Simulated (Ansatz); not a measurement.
# The perfect Ge wire along [100], 9 atoms a period, H-terminated, part 2 of 3

Aim: is the Ge wire along [100], 9 atoms a period, H-terminated a metal or a semiconductor?

Ansatz 0.2.0; DFT PBE, plane waves, PAW; relaxation of a wire's period; PAW set soft_1 (the session's first sound run).

So far. Step 2 (Relaxing the period): The cell's length comes to 5.745 Å with spin left out.

## 3. Bands of the perfect wire

This step: DFT PBE, plane waves, PAW; bands of a perfect wire; PAW set soft_1 (Ansatz 0.2.0).

At the relaxed period the bands are computed along the axis; those that cross an energy going forward count the channels that a perfect wire would open there.

Input file input.yaml:

```yaml
crystal:
  lattice:
    - [14.361, 0.0, 0.0]
    - [0.0, 14.361, 0.0]
    - [0.0, 0.0, 5.7445456866]
  atoms:
    - { symbol: Ge, position: [0.500011588, 0.500011588, 0.0] }
    - { symbol: H, position: [0.339483526, 0.339483526, 0.096533899] }
    - { symbol: H, position: [0.66053965, 0.66053965, 0.096533899] }
    - { symbol: Ge, position: [0.401935382, 0.401935382, 0.253003218] }
    - { symbol: Ge, position: [0.598087794, 0.598087794, 0.253003218] }
    - { symbol: H, position: [0.239736756, 0.561704556, 0.346747101] }
    - { symbol: H, position: [0.438318621, 0.76028642, 0.346747101] }
    - { symbol: H, position: [0.561704556, 0.239736756, 0.346747101] }
    - { symbol: H, position: [0.76028642, 0.438318621, 0.346747101] }
    - { symbol: Ge, position: [0.303335208, 0.500011588, 0.5] }
    - { symbol: Ge, position: [0.500011588, 0.303335208, 0.5] }
    - { symbol: Ge, position: [0.500011588, 0.696687969, 0.5] }
    - { symbol: Ge, position: [0.696687969, 0.500011588, 0.5] }
    - { symbol: H, position: [0.239736756, 0.438318621, 0.653252899] }
    - { symbol: H, position: [0.438318621, 0.239736756, 0.653252899] }
    - { symbol: H, position: [0.561704556, 0.76028642, 0.653252899] }
    - { symbol: H, position: [0.76028642, 0.561704556, 0.653252899] }
    - { symbol: Ge, position: [0.401935382, 0.598087794, 0.746996782] }
    - { symbol: Ge, position: [0.598087794, 0.401935382, 0.746996782] }
    - { symbol: H, position: [0.339483526, 0.66053965, 0.903466101] }
    - { symbol: H, position: [0.66053965, 0.339483526, 0.903466101] }
kpoints:
  mp_grid: { grid: [1, 1, 14] }
  band_path: { path: ["Γ", Z], npoints: 90 }
scf:
  occupations: { method: fermi_dirac, width: 0.05 }
hamiltonian:
  xc: pbe
  pseudopotentials: { kind: paw, azcp: { folder: soft_1 } }
output:
  dos: { e_range: [-5, 4] }
  write_potential: true
  write_density: true
  volumetric_format: npy
```

Launch:

```sh
$ ansatz run input.yaml --threads 4 --pin off --max-ram 16384MiB --backend cpu --events-out ev --progress --plain --runs-dir out
```

Numbers of over 12 decimals in the logs are rounded to 6 here.

What it wrote:

```text
[...]
Crystal: 21 atoms, lattice volume = 1184.745 Å³
Basis set: ecut = 420 eV, 23127 PW (Γ)
Bands: 90, of which v1, the nominal top of the filled ones, is band 69 counted from 1 (68 counted from 0)
Symmetry: 8 space group operations
[...]
k-points: 8 of 14
[...]
SCF iter   1: F=—  HF=-38845.871058 eV  |F-HF|=—  |Δ(HF+E_count)|=         —  Δρ=3.18e-2  dr2=1.01e1  ethr=3.10e-3  ⟨swp⟩=7.4  Hψ=3125  notcnv=0  defer=9
[...]
SCF iter   9: F=-38842.848588 eV  HF=-38842.848588 eV  |F-HF|=1.54e-9  |Δ(HF+E_count)|=   7.67e-7  Δρ=1.44e-6  dr2=2.44e-8  ethr=7.25e-11  ⟨swp⟩=15.1  Hψ=3490  notcnv=0
SCF 1 converged in 9 iterations: F = -38842.848588 eV  dr2 = 2.44e-8
[...]
NSCF: frozen V_eff on 91 k-points
WARN: The output density's exchange-correlation potential varies sharply where the density is thin. Do not read a vacuum level from v_tot or v_xc, or from such a field of the output density. On a cell that repeats whose density bears no net charge and no dipole along the vacuum's axis use v_es (v_loc + v_h of the components); under efield.dipole_correction with no amplitude use v_es + v_field, which holds any externa [...]
SCF converged after 9 iterations
Free energy (F): -38842.848588 eV
[...]
Internal energy: -38842.848588 eV  (E = F + TS)
E sigma→0 (E₀):  -38842.848588 eV
Fermi energy:    -1.813855 eV
[...]
--- Band table (eV; the first three rows and the last of 8) ---
  k-point 0: bands = [... 65 lower, -4.0770, -3.7704, -3.7704, -3.7587, 0.2773, 0.3334, 0.5602, 0.5602, ... 17 higher]
  k-point 1: bands = [... 65 lower, -4.0923, -3.7763, -3.7763, -3.7596, 0.2957, 0.3984, 0.5042, 0.5042, ... 17 higher]
  k-point 2: bands = [... 65 lower, -4.1333, -3.7907, -3.7907, -3.7642, 0.3291, 0.4021, 0.4021, 0.5856, ... 17 higher]
  k-point 7: bands = [... 65 lower, -4.3435, -3.9347, -3.8141, -3.8141, 0.0238, 0.4196, 0.4196, 0.7190, ... 17 higher]
```

It took 3.4 min on 4 threads of Arm Neoverse V1, shared host; peak memory 5.4 GiB; 14 min of CPU time.

This step gave:

* band gap: 3.782 eV

Electronic bands along the path, in eV, zero at the Fermi level; v1 is the highest filled band, c1 the lowest empty one:

| point | v4 | v3 | v2 | v1 | c1 | c2 | c3 | c4 |
| --- | --- | --- | --- | --- | --- | --- | --- | --- |
| Γ | -2.26 | -1.96 | -1.96 | -1.94 | 2.09 | 2.15 | 2.37 | 2.37 |
| halfway | -2.40 | -2.00 | -2.00 | -1.98 | 2.10 | 2.13 | 2.13 | 2.53 |
| Z | -2.53 | -2.12 | -2.00 | -2.00 | 1.84 | 2.23 | 2.23 | 2.53 |

The gap is 3.78 eV, with spin left out.

On this path the gap is indirect, 3.78 eV, with the valence top at Γ and the conduction bottom at Z. The least direct gap is 3.84 eV.

## 4. Levels at the same atoms, cutoff 500 eV, k-mesh 1×1×11

This step: DFT r2SCAN, plane waves, PAW; bands of a perfect wire at the PBE geometry; PAW set soft_1 (Ansatz 0.2.0).

The atoms stay at the PBE geometry and the functional changes. r2SCAN also reads the kinetic-energy density; it often gives larger moments and wider gaps than PBE, at a higher cost. Against the first PBE run of this kind, the cutoff is 500 eV against 420 and the mesh along the wire has 11 points against 14.

Changes to input.yaml since step 3:

```diff
@@ -28,3 +28,3 @@
 kpoints:
-  mp_grid: { grid: [1, 1, 14] }
+  mp_grid: { grid: [1, 1, 11] }
   band_path: { path: ["Γ", Z], npoints: 90 }
@@ -33,8 +33,3 @@
 hamiltonian:
-  xc: pbe
+  xc: r2scan
   pseudopotentials: { kind: paw, azcp: { folder: soft_1 } }
-output:
-  dos: { e_range: [-5, 4] }
-  write_potential: true
-  write_density: true
-  volumetric_format: npy
```

What it wrote:

```text
[...]
Crystal: 21 atoms, lattice volume = 1184.745 Å³
Basis set: ecut = 500 eV, 30133 PW (Γ), exchange–correlation on 432×432×180 points (64 copies of the dense FFT grid, shifted against one another)
Bands: 90, of which v1, the nominal top of the filled ones, is band 69 counted from 1 (68 counted from 0)
Symmetry: 8 space group operations
[...]
k-points: 6 of 11
[...]
--- Band table (eV; the first three rows and the last of 6) ---
  k-point 0: bands = [... 65 lower, -4.3316, -4.0122, -4.0122, -3.9920, 0.4832, 0.5174, 0.6782, 0.6782, ... 17 higher]
  k-point 1: bands = [... 65 lower, -4.3560, -4.0210, -4.0210, -3.9942, 0.5074, 0.6174, 0.6174, 0.6251, ... 17 higher]
  k-point 2: bands = [... 65 lower, -4.4180, -4.0398, -4.0398, -4.0056, 0.5250, 0.5259, 0.5259, 0.8793, ... 17 higher]
  k-point 5: bands = [... 65 lower, -4.5992, -4.1699, -4.0493, -4.0493, 0.2265, 0.6153, 0.6153, 0.9830, ... 17 higher]
[key lines of the parts left out:]
SCF converged after 9 iterations
Free energy (F): -38914.956378 eV
Fermi energy:    -1.838078 eV
```

Wall time 6.1 min (4 threads); peak memory 8.2 GiB; 24 min of CPU time.

This step gave:

```
band gap : 4.205 eV
```

The electronic bands at the labelled points (eV, zero at the Fermi level; v1 is the highest filled band, c1 the lowest empty one):

| point | v4 | v3 | v2 | v1 | c1 | c2 | c3 | c4 |
| --- | --- | --- | --- | --- | --- | --- | --- | --- |
| Γ | -2.49 | -2.17 | -2.17 | -2.15 | 2.32 | 2.36 | 2.52 | 2.52 |
| halfway | -2.64 | -2.21 | -2.21 | -2.19 | 2.32 | 2.34 | 2.34 | 2.76 |
| Z | -2.77 | -2.34 | -2.21 | -2.21 | 2.05 | 2.46 | 2.46 | 2.82 |

The gap is 4.21 eV, against 3.78 eV under PBE at the relaxed period.

## 5. Levels at the same atoms, level HSE06, cutoff 420 eV

This step: DFT HSE06, plane waves, PAW; levels of a perfect wire at the PBE geometry; PAW set soft_1 (Ansatz 0.2.0).

The atoms stay at the PBE geometry and the functional changes. HSE06 mixes in a quarter of short-range exact exchange, which removes part of the self-interaction that closes gaps; it is dear, so the mesh is thinner and no path is run. Against the first PBE run of this kind, the mesh along the wire has 6 points against 14.

Changes to input.yaml since step 4:

```diff
@@ -28,4 +28,3 @@
 kpoints:
-  mp_grid: { grid: [1, 1, 11] }
-  band_path: { path: ["Γ", Z], npoints: 90 }
+  mp_grid: { grid: [1, 1, 6] }
 scf:
@@ -33,3 +32,3 @@
 hamiltonian:
-  xc: r2scan
+  xc: hse06
   pseudopotentials: { kind: paw, azcp: { folder: soft_1 } }
```

What it wrote:

```text
[...]
Fermi energy:    -1.880995 eV
[...]
--- Band table (eV) ---
  k-point 0: bands = [... 65 lower, -4.6182, -4.3182, -4.3182, -4.2752, 0.6140, 0.6469]
  k-point 1: bands = [... 65 lower, -4.6974, -4.3332, -4.3332, -4.2872, 0.7209, 0.7209]
  k-point 2: bands = [... 65 lower, -4.8416, -4.3636, -4.3296, -4.3296, 0.5924, 0.7339]
  k-point 3: bands = [... 65 lower, -4.9113, -4.4674, -4.3151, -4.3151, 0.4193, 0.8636]
  guard bands above this table: 19 of the run's 90 bands. The solve was not asked for them (output.publish_guard_bands: true or output.eigenvalues: true publishes all)
[key lines of the parts left out:]
Free energy (F): -38851.317104 eV
```

The job ended after 5 min (4 threads; peak memory 4 GiB; 19 min of CPU time).

This step gave:

```yaml
band_gap: 4.694 eV
```

The gap is 4.69 eV, against 3.78 eV under PBE at the relaxed period.

## 6. Two-component spinors, k-mesh 1×1×9

This step: DFT PBE, plane waves, fully relativistic PAW; bands of a perfect wire with spin-orbit coupling; PAW set soft_1 (Ansatz 0.2.0).

Spin-orbit coupling mixes the spins and splits bands that cross or touch without it, so it can open or close channels. Fully relativistic datasets take the place of the scalar ones. Against the first PBE run of this kind, the mesh along the wire has 9 points against 14.

Changes to input.yaml since step 5:

```diff
@@ -28,3 +28,4 @@
 kpoints:
-  mp_grid: { grid: [1, 1, 6] }
+  mp_grid: { grid: [1, 1, 9] }
+  band_path: { path: ["Γ", Z], npoints: 90 }
 scf:
@@ -32,3 +33,6 @@
 hamiltonian:
-  xc: hse06
-  pseudopotentials: { kind: paw, azcp: { folder: soft_1 } }
+  xc: pbe
+  pseudopotentials: { kind: paw_fr, azcp: { folder: soft_1 } }
+magnetization:
+  noncollinear: true
+  spin_orbit: true
```

What it wrote:

```text
[...]
non-collinear run that drives no moment, with spin-orbit: no starting moment large enough to seed its density (crystal.atoms[].spin), no starting occupations that ask for one, no magnetisation constraint and no magnetic field, so the semilocal B_xc is pinned to zero
Crystal: 21 atoms, lattice volume = 1184.745 Å³
Basis set: ecut = 420 eV, 23127 PW (Γ)
[...]
k-point 0: bands = [... 134 lower, -3.7166, -3.7166, -3.7112, -3.7112, 0.2781, 0.2781, 0.3334, 0.3334, ... 38 higher]
  k-point 1: bands = [... 134 lower, -3.7312, -3.7312, -3.7194, -3.7194, 0.3160, 0.3160, 0.4353, 0.4353, ... 38 higher]
  k-point 2: bands = [... 134 lower, -3.7594, -3.7594, -3.7468, -3.7468, 0.3117, 0.3117, 0.3149, 0.3149, ... 38 higher]
  k-point 4: bands = [... 134 lower, -3.8334, -3.8334, -3.7840, -3.7840, 0.0431, 0.0431, 0.3889, 0.3889, ... 38 higher]
[key lines of the parts left out:]
SCF converged after 9 iterations
Magnetization: |M| = 0.0000 μB,  M = (+0.0000, +0.0000, +0.0000) μB
Free energy (F): -38843.739368 eV
Fermi energy:    -1.800477 eV
```

Wall time 40 min (4 threads); peak memory 12 GiB.

This step gave:

| Item | Value |
| --- | --- |
| band gap | 3.735 eV |

The gap is 3.73 eV, against 3.78 eV under PBE at the relaxed period, with no moment.

## 7. The ladder

Times are for 4 threads of Arm Neoverse V1, shared host. The series side by side:

| no. | run | band gap (eV) | time | memory (GiB) |
| --- | --- | --- | --- | --- |
| 1 | lead | 3.782 | 3.4 min | 5.4 |
| 2 | levels | 4.205 | 6.1 min | 8.2 |
| 3 | levels | 4.694 | 5 min | 4.0 |
| 4 | SOC | 3.735 | 40 min | 12 |

(Continued in part 3 of 3.)

[Logs are printed without paths, hosts, clocks, repeated set-up lines and the standing remarks that a program may print on its own settings, such as how far it seeks lower states.]

[Hosts, paths, dates, database ids (printed as entryN), source tags and the programs' standing remarks are cut or masked in the printed files.]
